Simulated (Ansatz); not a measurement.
# InH (model cell, started as NiAs type): phonons and vibrational spectra, part 2 of 2

How does InH (model cell, started as NiAs type) vibrate, and is this structure a minimum?

Ansatz 0.2.0; DFT PBEsol, scalar-relativistic, plane waves, PAW.

So far. Step 4 (Relaxing to small forces for the phonons): The forces vanish by symmetry and the pressure is 0.000 GPa, within the tolerances set. The cell now holds 14.95 Å³/atom. The relaxed cell has a = 3.326, c = 6.241 Å (conventional setting).

The structure was built from a prototype and need not be the compound's stable phase.

## 5. Zone-centre response

The zone centre comes first: it holds the modes that light can see, as far as symmetry allows. No field response is asked, since the mesh shows no gap.

input.yaml reads:

```yaml
crystal:
  lattice:
    - [3.325888386, -2.5922e-06, 0.0]
    - [-1.6629419481, 2.8803051285, 0.0]
    - [0.0, 0.0, 6.2413504719]
  atoms:
    - { symbol: In, position: [0.0, 0.0, 0.0] }
    - { symbol: In, position: [0.0, 0.0, 0.5] }
    - { symbol: H, position: [0.3333333333, 0.6666666667, 0.25] }
    - { symbol: H, position: [0.6666666667, 0.3333333333, 0.75] }
kpoints:
  mp_grid: { grid: [12, 12, 6] }
hamiltonian:
  xc: pbesol
scf:
  occupations: { method: methfessel_paxton, width: 0.15 }
output:
  eigenvalues: true
phonons:
  method: dfpt
```

Launch:

```
> ansatz run input.yaml --threads 4 --pin off --max-ram 7168MiB --backend cpu --events-out ev --progress --plain --runs-dir out
```

Numbers of over 12 decimals in the logs are rounded to 6 here.

What it wrote:

```text
[...]
Crystal: 4 atoms, lattice volume = 59.789 Å³
Basis set: ecut = 420 eV, 1185 PW (Γ), exchange–correlation on 48×48×96 points (8 copies of the dense FFT grid, shifted against one another)
Bands: 18, of which v1, the nominal top of the filled ones, is band 14 counted from 1 (13 counted from 0)
Symmetry: 24 space group operations
k-points: 242 of 864 (irreducible under 2 space group operations, time reversal used)
[...]
SCF iter   1: F=—  HF=-11080.237807 eV  |F-HF|=—  |Δ(HF+E_count)|=         —  Δρ=9.16e-3  dr2=4.61e-2  ethr=1.77e-3  ⟨swp⟩=5.4  Hψ=20440  notcnv=0
[...]
SCF iter   9: F=-11080.220438 eV  HF=-11080.220438 eV  |F-HF|=1.82e-12  |Δ(HF+E_count)|=  1.91e-10  S|Δr|=    0.00e0  Δρ=7.60e-8  dr2=2.91e-12  ethr=1.00e-12  ⟨swp⟩=5.6  Hψ=21799  notcnv=0
SCF 1 converged in 9 iterations: F = -11080.220438 eV  dr2 = 2.91e-12
[...]
DFPT response loops at Γ: preconditioner auto → Kerker (q_TF=auto, 2.404 Å⁻¹) (partly filled bands, converged f_vac=0.000); β = 1.00, the filter's whole step (`scf.mixing.beta` (0.50) is not read by the response loops under this deck's `scf.mixing.preconditioner`; to damp them name `kerker` or `kerker_dos`, under which they read `scf.mixing.beta`, and type it under 1.00, their step now; both keys bind the ground state too); Broyden in place of MSR1
SCF converged after 9 iterations
[...]
Free energy (F): -11080.220438 eV
[...]
Internal energy: -11080.220287 eV  (E = F + TS)
E sigma→0 (E₀):  -11080.220400 eV
Entropy (-TS):   -0.000151 eV (-0.038 meV/atom)
Fermi energy:    9.023594 eV
[...]
--- Band table (eV; the first three rows and the last of 242) ---
  k-point 0: bands = [... 10 lower, -1.2283, 2.6958, 3.1684, 12.4961, 14.7712, 14.9720, 17.0456, 17.0456]
  k-point 1: bands = [... 10 lower, -1.1164, 1.6389, 4.4321, 11.5284, 14.8418, 15.3237, 17.1880, 17.1880]
  k-point 2: bands = [... 10 lower, -0.7780, 0.6013, 6.0820, 9.7542, 15.0363, 15.4739, 17.6054, 17.6054]
  k-point 241: bands = [... 10 lower, 3.3001, 3.3001, 7.2943, 7.2943, 9.4965, 9.4965, 12.2243, 12.2243]
--- Phonons (Γ-DFPT): 4 representative perturbations + reference, on 242 of 864 k-points (Σ response iterations 14) ---
  k mesh reduced under 2 symmetry operations, with k and −k counted as one. Each operation leaves every solved perturbation unchanged. A smaller set is not used because it would not reduce the number of displacements times k-points to solve
  ASR residual: 3.087e-5 → 0.000e0 eV/Å²; symmetrization residual: 1.811e-5 eV/Å²
  ASR residual per site (eV/Å²): 3.09e-5 3.09e-5 4.60e-6 4.60e-6
  Γ frequencies (cm⁻¹): -556.82 -336.92 -327.93 -327.93 -228.26 -228.26 -42.26 -42.26 0.00 0.00 0.00 131.93
  non-analytic LO–TO correction: not included (Born effective charges unavailable; polar crystals: no LO–TO splitting at Γ)
```

Run time: 38 s. Hardware: 4 threads of Arm Neoverse V1, shared host; peak memory 1.1 GiB; 2.4 min of CPU time.

Reading the cycles: dr2 is the Hartree energy of the density residual (eV), the measure of convergence; HF is the Harris–Foulkes estimate of the energy, which meets the free energy F at convergence.

Numbers from this step:

| Property | Result |
| --- | --- |
| sum-rule residual before enforcement | 3.09e-5 eV/Å² |
| point group | 6/mmm |
| highest optical mode at the zone centre (no LO-TO term) | 131.9 cm⁻¹ |
| lowest optical zone-centre mode | -556.8 cm⁻¹ |

Patterns of degenerate modes are one choice out of their space. The modes at Γ (shares of kinetic energy by element, %) (negative means imaginary):

```
mode  frequency (cm⁻¹)  symmetry  In %  H %
   1            -556.8       B1g     0  100
   2            -336.9       A2u     1   99
   3            -327.9       E1u     1   99
   4            -327.9       E1u     1   99
   5            -228.3       E2g     0  100
   6            -228.3       E2g     0  100
   7             -42.3       E2u   100    0
   8             -42.3       E2u   100    0
   9               0.0  acoustic    99    1
  10               0.0  acoustic    99    1
  11               0.0  acoustic    99    1
  12             131.9       B2u   100    0
```

Displacements in mode 1 (-556.8 cm⁻¹), the largest set to 1:
```
In1  0.00  0.00  0.00
In2  0.00  0.00  0.00
H3   0.00  0.00  1.00
H4   0.00  0.00 -1.00
```

Displacements in mode 2 (-336.9 cm⁻¹), the largest set to 1:
```
In1  0.00  0.00 -0.01
In2  0.00  0.00 -0.01
H3   0.00  0.00  1.00
H4   0.00  0.00  1.00
```

Before it was imposed, the acoustic sum rule was missed by 3.1e-5 eV/Å². Small misses are needed for a sound result but don't prove that mesh and cutoff are converged. The lowest optical mode is imaginary, 556.8i cm⁻¹, so the energy falls along it.

## 6. Phonons on a q mesh

The mesh has a single point along some directions, so zone-edge points there are not solved. Linear response on a 3×3×1 q mesh gives force constants as far as a supercell of that size would.

Edit input.yaml of step 5 so:

```diff
@@ -20 +20,9 @@
   method: dfpt
+  qmesh: [3, 3, 1]
+  temperatures: { t_max: 1000, t_step: 50 }
+  qpath:
+    path:
+      - [[0.0, 0.0, 0.0], [0.5, 0.0, 0.0], [0.33333333, 0.33333333, 0.0], [0.0, 0.0, 0.0], [0.0, 0.0, 0.5], [0.5, 0.0, 0.5], [0.33333333, 0.33333333, 0.5], [0.0, 0.0, 0.5]]
+      - [[0.5, 0.0, 0.5], [0.5, 0.0, 0.0]]
+      - [[0.33333333, 0.33333333, 0.5], [0.33333333, 0.33333333, 0.0]]
+    npoints: 10
```

What it wrote:

```text
[...]
Crystal: 4 atoms, lattice volume = 59.789 Å³
Basis set: ecut = 420 eV, 1185 PW (Γ), exchange–correlation on 48×48×96 points (8 copies of the dense FFT grid, shifted against one another)
Bands: 18, of which v1, the nominal top of the filled ones, is band 14 counted from 1 (13 counted from 0)
Symmetry: 24 space group operations
k-points: 76 of 864
[...]
SCF iter   1: F=—  HF=-11080.237810 eV  |F-HF|=—  |Δ(HF+E_count)|=         —  Δρ=9.16e-3  dr2=4.61e-2  ethr=1.77e-3  ⟨swp⟩=5.4  Hψ=6443  notcnv=0
[...]
SCF iter   9: F=-11080.220438 eV  HF=-11080.220438 eV  |F-HF|=3.64e-12  |Δ(HF+E_count)|=  1.95e-10  S|Δr|=    0.00e0  Δρ=1.15e-7  dr2=7.74e-12  ethr=1.00e-12  ⟨swp⟩=5.3  Hψ=6998  notcnv=0
SCF 1 converged in 9 iterations: F = -11080.220438 eV  dr2 = 7.74e-12
[...]
phonons: the bands overlap, so this run is a metal and interpolates without the dipole-dipole term. If the crystal is really an insulator or semiconductor, its LO-TO splitting is missing
NSCF: frozen V_eff on 76 k-points
[...]
DFPT response loops at q = (0, 0, 0) (fractional): preconditioner auto → Kerker (q_TF=auto, 2.404 Å⁻¹) (partly filled bands, converged f_vac=0.000); β = 1.00, the filter's whole step (`scf.mixing.beta` (0.50) is not read by the response loops under this deck's `scf.mixing.preconditioner`; to damp them name `kerker` or `kerker_dos`, under which they read `scf.mixing.beta`, and type it under 1.00, their step now; both keys bind the ground state too); Broyden in place of MSR1
[...]
SCF converged after 9 iterations
[...]
Free energy (F): -11080.220438 eV
[...]
Internal energy: -11080.220287 eV  (E = F + TS)
E sigma→0 (E₀):  -11080.220400 eV
Entropy (-TS):   -0.000151 eV (-0.038 meV/atom)
Fermi energy:    9.023595 eV
[...]
--- Band table (eV; the first three rows and the last of 76) ---
  k-point 0: bands = [... 10 lower, -1.2283, 2.6958, 3.1684, 12.4961, 14.7712, 14.9720, 17.0456, 17.0456]
  k-point 1: bands = [... 10 lower, -1.1164, 1.6389, 4.4321, 11.5284, 14.8418, 15.3237, 17.1880, 17.1880]
  k-point 2: bands = [... 10 lower, -0.7780, 0.6013, 6.0820, 9.7542, 15.0363, 15.4739, 17.6054, 17.6054]
  k-point 75: bands = [... 10 lower, 5.0412, 5.0412, 5.9067, 5.9067, 8.2960, 8.2960, 13.3807, 13.3807]
--- Phonons (Γ-DFPT): 4 representative perturbations + reference (Σ response iterations 14) ---
  ASR residual: 6.188e-5 → 0.000e0 eV/Å²; symmetrization residual: 8.775e-7 eV/Å²
  ASR residual per site (eV/Å²): 6.19e-5 6.19e-5 5.71e-5 5.71e-5
[...]
--- Phonons (arbitrary-q DFPT): 3 irreducible q on the 3×3×1 mesh ---
  q = [0.0000, 0.0000, 0.0000] (star 1, of the zone-centre solve; hermiticity 4.52e-7, symmetrization 1.45e-8): -556.82 -336.92 -327.93 -327.93 -228.27 -228.27 -42.26 -42.26 -0.00 -0.00 -0.00 131.93
  q = [0.0000, 0.3333, 0.0000] (star 6, 6 solved perturbations in 3660 linear systems a pass and spin channel, the states on 864 of 864 k-point pairs; hermiticity 2.13e-7, symmetrization 6.59e-8): -684.63 -570.98 -484.58 -350.37 -338.23 -147.05 -43.30 -24.81 53.25 80.53 99.36 123.12
[...]
sum rule: each row above includes the acoustic sum rule's correction from the zone centre's row sums; it moved no ω² by more than (3.92 cm⁻¹)²
  mesh force constants: q→R imaginary residual 0.00e0; ASR residual 6.188e-5 → 0.000e0 eV/Å²; symmetrization residual 2.665e-15 eV/Å²
  interpolated dispersion: 93 rows × 12 modes
  density of states and harmonic sums: on the 21×21×10 q-mesh, interpolated from the force constants of a 3×3×1 supercell (no non-analytic term)
  largest difference from the sums on the solved wave vectors: F 3.64e-1 eV, S 4.73e-4 and C_V 1.12e-4 eV/K
  zero-point energy: 0.023517 eV/cell   skipped modes (ω ≤ 0): 2006, of them read as no rigid motion or as one in doubt: 2003 (6.839e0 modes/cell left out, lowest -684.63 cm⁻¹)   left out of the sums: 5.70e-1 of the cell's modes: C_V's classical limit lies that fraction below 3 k_B per atom; for a crystal, a wire or a layer, F and S can be off by more, and a phonons.interpolated_qmesh denser along its periods is the remedy for the sampling
```

Run time: 3.7 min. Hardware: 4 threads; peak memory 2.4 GiB.

Numbers from this step:

* sum-rule residual before enforcement: 6.19e-5 eV/Å²
* lowest mode on the q mesh (acoustic modes at Γ apart): -684.6 cm⁻¹
* highest frequency at a solved wavevector (no LO-TO term at Γ): 131.9 cm⁻¹

Frequencies (cm⁻¹) solved at each irreducible wavevector; negative means imaginary. Frequencies by wavevector, by row:

```
q in reciprocal lattice units  star  mode 1  mode 2  mode 3  mode 4  mode 10  mode 11  mode 12
                        0 0 0     1  -556.8  -336.9  -327.9  -327.9        0        0    131.9
                   0 0.3333 0     6  -684.6    -571  -484.6  -350.4     80.5     99.4    123.1
              0.3333 0.3333 0     2  -600.7  -533.5  -461.9  -461.9       91       91    116.8
```

Symmetry leaves 3 wavevectors to solve. The lowest mode among them, the acoustic zeros apart, lies at q = (0, 0.333, 0) and is imaginary, 684.6i cm⁻¹, so the energy falls along it.

## 7. Isotope substitution, element H, natural mass 1.008 amu

An isotope changes the mass and not the force constants, so no new electronic calculation is needed; the shifts show which modes move this element.

The same force constants with the mass of H changed from 1.008 to 2.014 u (phonopy, no LO-TO term). Both lists are sorted by frequency; levels can cross, so a row need not hold one and the same mode. Modes under 3 cm⁻¹ are left out. Isotope shifts, by row:

```
              q  rank  natural mass (cm⁻¹)  changed mass (cm⁻¹)
          0 0 0     1               -556.8               -393.9
          0 0 0     2               -336.9               -239.4
          0 0 0     3               -327.9                 -233
          0 0 0     4               -327.9                 -233
          0 0 0     5               -228.3               -161.5
          0 0 0     6               -228.3               -161.5
          0 0 0     7               -42.26               -42.26
          0 0 0     8               -42.26               -42.26
          0 0 0    12                131.9                131.9
     0 0.3333 0     1               -684.6               -484.6
     0 0.3333 0     2                 -571               -404.2
     0 0.3333 0     3               -484.6               -342.9
     0 0.3333 0     4               -350.4               -248.2
     0 0.3333 0     5               -338.2               -239.6
     0 0.3333 0     6               -147.1               -106.1
     0 0.3333 0     7                -43.3               -43.23
     0 0.3333 0     8               -24.81               -24.81
     0 0.3333 0     9                53.25                52.21
     0 0.3333 0    10                80.53                80.49
     0 0.3333 0    11                99.36                99.32
     0 0.3333 0    12                123.1                122.9
0.3333 0.3333 0     1               -600.7               -424.9
0.3333 0.3333 0     2               -533.5               -377.5
0.3333 0.3333 0     3               -461.9               -327.4
0.3333 0.3333 0     4               -461.9               -327.4
0.3333 0.3333 0     5               -289.1               -204.6
0.3333 0.3333 0     6               -289.1               -204.6
0.3333 0.3333 0     7               -54.13               -54.13
0.3333 0.3333 0     8                86.06                 85.9
0.3333 0.3333 0     9                86.06                 85.9
0.3333 0.3333 0    10                91.04                   91
0.3333 0.3333 0    11                91.05                   91
0.3333 0.3333 0    12                116.8                116.8
```

A mode of this element alone would shift by -29.26 %. The highest zone-centre frequency without the field goes from 131.9 to 131.9 cm⁻¹ (+0.0 %).

## 8. Another isotope, element In, natural mass 114.818 amu

The same for In, from 114.82 to 112.90 u.

The same force constants with the mass of In changed from 114.818 to 112.904 u (phonopy, no LO-TO term). Both lists are sorted by frequency; levels can cross, so a row need not hold one and the same mode. Modes under 3 cm⁻¹ are left out. Isotope shifts, by row:

```
              q  rank  natural mass (cm⁻¹)  changed mass (cm⁻¹)
          0 0 0     1               -556.8               -556.8
          0 0 0     2               -336.9               -336.9
          0 0 0     3               -327.9                 -328
          0 0 0     4               -327.9                 -328
          0 0 0     5               -228.3               -228.3
          0 0 0     6               -228.3               -228.3
          0 0 0     7               -42.26               -42.62
          0 0 0     8               -42.26               -42.62
          0 0 0    12                131.9                133.1
     0 0.3333 0     1               -684.6               -684.6
     0 0.3333 0     2                 -571                 -571
     0 0.3333 0     3               -484.6               -484.6
     0 0.3333 0     4               -350.4               -350.4
     0 0.3333 0     5               -338.2               -338.2
     0 0.3333 0     6               -147.1               -147.1
     0 0.3333 0     7                -43.3               -43.66
     0 0.3333 0     8               -24.81               -25.02
     0 0.3333 0     9                53.25                53.68
     0 0.3333 0    10                80.53                81.21
     0 0.3333 0    11                99.36                100.2
     0 0.3333 0    12                123.1                124.2
0.3333 0.3333 0     1               -600.7               -600.7
0.3333 0.3333 0     2               -533.5               -533.5
0.3333 0.3333 0     3               -461.9               -461.9
0.3333 0.3333 0     4               -461.9               -461.9
0.3333 0.3333 0     5               -289.1               -289.1
0.3333 0.3333 0     6               -289.1               -289.1
0.3333 0.3333 0     7               -54.13               -54.58
0.3333 0.3333 0     8                86.06                86.79
0.3333 0.3333 0     9                86.06                86.79
0.3333 0.3333 0    10                91.04                91.81
0.3333 0.3333 0    11                91.05                91.81
0.3333 0.3333 0    12                116.8                117.8
```

A mode of this element alone would shift by +0.84 %. The highest zone-centre frequency without the field goes from 131.9 to 133.1 cm⁻¹ (+0.8 %).

## 9. Summary of results

```json
{
  "space group after relaxation (within 0.01 Å)": "P6_3/mmc",
  "volume per atom": "14.9 Å³",
  "electronic character": "no gap on this mesh",
  "highest optical mode at the zone centre (no LO-TO term)": "132 cm⁻¹",
  "lowest optical zone-centre mode": "-557 cm⁻¹",
  "lowest mode on the q mesh (acoustic modes at Γ apart)": "-685 cm⁻¹",
  "imaginary modes on the 3×3×1 q mesh": "yes"
}
```

What this shows: Modes are clearly imaginary (beyond 10i cm⁻¹) at 3 of the 3 irreducible wavevectors, most at q = (0, 0.333, 0) (684.6i cm⁻¹), so this structure is not a minimum of the energy. The optical modes at Γ span -557 to 132 cm⁻¹ (negative means imaginary). The highest mode in this list at Γ, 131.9 cm⁻¹, is mostly motion of In (100 % of the kinetic energy). The q mesh is too sparse to interpolate, so only the solved wavevectors are given. With no gap, or one that is small against the smearing, the frequencies hang on the k mesh and the smearing, most of all near Kohn anomalies. The starting cell was built on a prototype and not taken from a measurement, so the phase need not exist. These are harmonic frequencies at zero temperature: anharmonic shifts, linewidths and thermal expansion are left out.

[Logs are printed without paths, hosts, clocks, repeated set-up lines and the standing remarks that a program may print on its own settings, such as how far it seeks lower states.]

[Hosts, paths, dates, database ids (printed as entryN), source tags and the programs' standing remarks are cut or masked in the printed files.]
